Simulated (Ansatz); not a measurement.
Consider Tl2NiF6 (started from the K2PtCl6 type) (Fm-3m).

The structure was built from a prototype and need not be the compound's stable phase.

```xyz
9
Lattice="4.0867 0.0000 4.0867 4.0867 4.0867 0.0000 0.0000 4.0867 4.0867" Properties=species:S:1:pos:R:3 pbc="T T T"
Tl    2.0433    2.0433    2.0433
Tl    6.1300    6.1300    6.1300
Ni    0.0000    0.0000    0.0000
F     1.7645    4.0867    4.0867
F     6.4088    4.0867    4.0867
F     4.0867    4.0867    1.7645
F     4.0867    4.0867    6.4088
F     4.0867    1.7645    4.0867
F     4.0867    6.4088    4.0867
```

The structure was relaxed with LDA. The structure type comes from a generator and need not be one that this composition takes. The structure was generated from a model, not taken from a measurement. The runs that relaxed it are not among those shown. The program's search for lower electronic states was switched off, so nothing shows that the state found is the lowest. Spin-orbit coupling is left out unless a run names it. PAW set soft_2, made with PBE.

A constrained-RPA run (Ansatz 0.2.0; non-magnetic LDA; Ni eg, bands c1 to c2, 4×4×4 mesh, medium accuracy) builds 2 functions on bands 0.41 eV wide, with 0.0 electrons in the window. The bare on-site interaction is 15.7 eV and the bare J 0.83 eV.

Q: Estimate U, U′ and J.

On the Ni eg shell, U = 4.34 eV (28 % of the bare value), U′ = 3.41 eV, J = 0.46 eV.

The parent state is non-magnetic and the interaction static (zero frequency); U depends on the window and the orbitals, so it belongs to this model alone. Spin-orbit coupling, which is strong for atoms this heavy, is left out.

[Paths, hosts, dates, memory and timing lines, banners, echoed tables and standing remarks are left out of the program output.]

[Logs are printed without paths, hosts, clocks, repeated set-up lines and the standing remarks that a program may print on its own settings, such as how far it seeks lower states.]

[Runs of the session that timed out or met a known fault of the program may be left out.]

[Hosts, paths, dates, database ids (printed as entryN), source tags and the programs' standing remarks are cut or masked in the printed files.]
